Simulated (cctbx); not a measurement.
**Occupancies in HoTlPb2**

Cell a = 8.7200 Å, b = 4.3590 Å, c = 11.8010 Å, α = 90.00°, β = 90.00°, γ = 90.00°; space group Pnma (no. 62); nominal formula HoTlPb2.

Simulated single-crystal data (cctbx): Mo Kα, λ = 0.71073 Å, to d = 0.75 Å, 80 % of the full sphere, strongest reflection 40000 counts, noise from counting, a 4 % proportional error and a noise floor of 8 counts (s.d.); no absorption, and some extinction, which the refinements don't model.

With every site full:

```text
Rint 0.034, 627 unique reflections to 0.75 A
cycle     R1     wR2    GooF  max shift (A)
   1  0.1110  0.2429   8.860   0.00060
   2  0.0125  0.0265   0.966   0.00000
final R1 0.0125 wR2 0.0265 GooF 0.966  parameters 24  data/parameter 26.1
atom        x        y        z      Ueq    occ   su(xyz)  su(Uiso or U11)
Pb1    0.83589  0.75000  0.31389   0.0079  1.000  0.00003  0.0001
Pb2    0.77620  0.75000  0.93124   0.0063  1.000  0.00003  0.0001
Tl2    0.50504  0.75000  0.39292   0.0063  1.000  0.00003  0.0001
Ho1    0.85527  0.75000  0.63621   0.0072  1.000  0.00003  0.0001
difference map: max 1.39 min -1.88 rms 0.39
Q1    0.2429  0.2500  0.2650    4    1.42  1.45 A from Ho1
Q2    0.2434  0.0317  0.2236    8    1.38  1.53 A from Pb1
Q3    0.1183  0.6291  0.5053    8    1.18  1.65 A from Pb2
Q4    0.0427  0.7500  0.2078    4    1.05  1.23 A from Tl2
Q5    0.2237  0.2500  0.5533    4    1.03  1.65 A from Pb1
Q6    0.2138  0.6337  0.4012    8    0.97  1.83 A from Ho1
```

With the occupancies of the suspect sites free, each still typed as its main element:

```text
Rint 0.034, 627 unique reflections to 0.75 A
cycle     R1     wR2    GooF  max shift (A)
   1  0.0480  0.1044   3.813   0.00004
   2  0.0125  0.0264   0.966   0.00000
final R1 0.0125 wR2 0.0264 GooF 0.966  parameters 26  data/parameter 24.1
atom        x        y        z      Ueq    occ   su(xyz)  su(Uiso or U11)
Pb1    0.83589  0.75000  0.31389   0.0079  0.998  0.00003  0.0001
Pb2    0.77620  0.75000  0.93124   0.0063  1.000  0.00003  0.0001
Tl2    0.50504  0.75000  0.39292   0.0064  1.001  0.00003  0.0001
Ho1    0.85527  0.75000  0.63621   0.0072  1.000  0.00003  0.0001
su of occupancy Pb1: 0.002
su of occupancy Tl2: 0.002
difference map: max 1.39 min -1.88 rms 0.39
Q1    0.2429  0.2500  0.2650    4    1.42  1.45 A from Ho1
Q2    0.2435  0.0316  0.2236    8    1.38  1.53 A from Pb1
Q3    0.1183  0.6291  0.5052    8    1.18  1.65 A from Pb2
Q4    0.0425  0.7500  0.2076    4    1.05  1.23 A from Tl2
Q5    0.2236  0.2500  0.5535    4    1.03  1.65 A from Pb1
Q6    0.2139  0.6336  0.4018    8    0.97  1.83 A from Ho1
```

**Question.** What is the disorder?

X-rays count electrons. Pb1 refines to 0.998(0.002), or 81.8 electrons; the site truly holds 0.9 Pb and 0.1 Tl, 81.9 electrons, which is 0.999 of Pb; Tl2 refines to 1.001(0.002), or 81.1 electrons; the site truly holds 0.9 Tl and 0.1 Pb, 81.1 electrons, which is 1.001 of Tl. All are within 3 s.u. of full, so these data don't show the disorder. Occupancy correlates with U and the scale, and the two elements' form factors differ in shape, so the match is approximate.

Freeing them takes R1 from 0.0125 to 0.0125 and GooF from 0.97 to 0.97.

The model was made for the exercise: a known structure type with other elements put in, its volume estimated, not relaxed; displacement parameters are assumed.

[Middle refinement cycles are left out of these outputs.]

[Logs are printed without paths, hosts, clocks, repeated set-up lines and the standing remarks that a program may print on its own settings, such as how far it seeks lower states.]
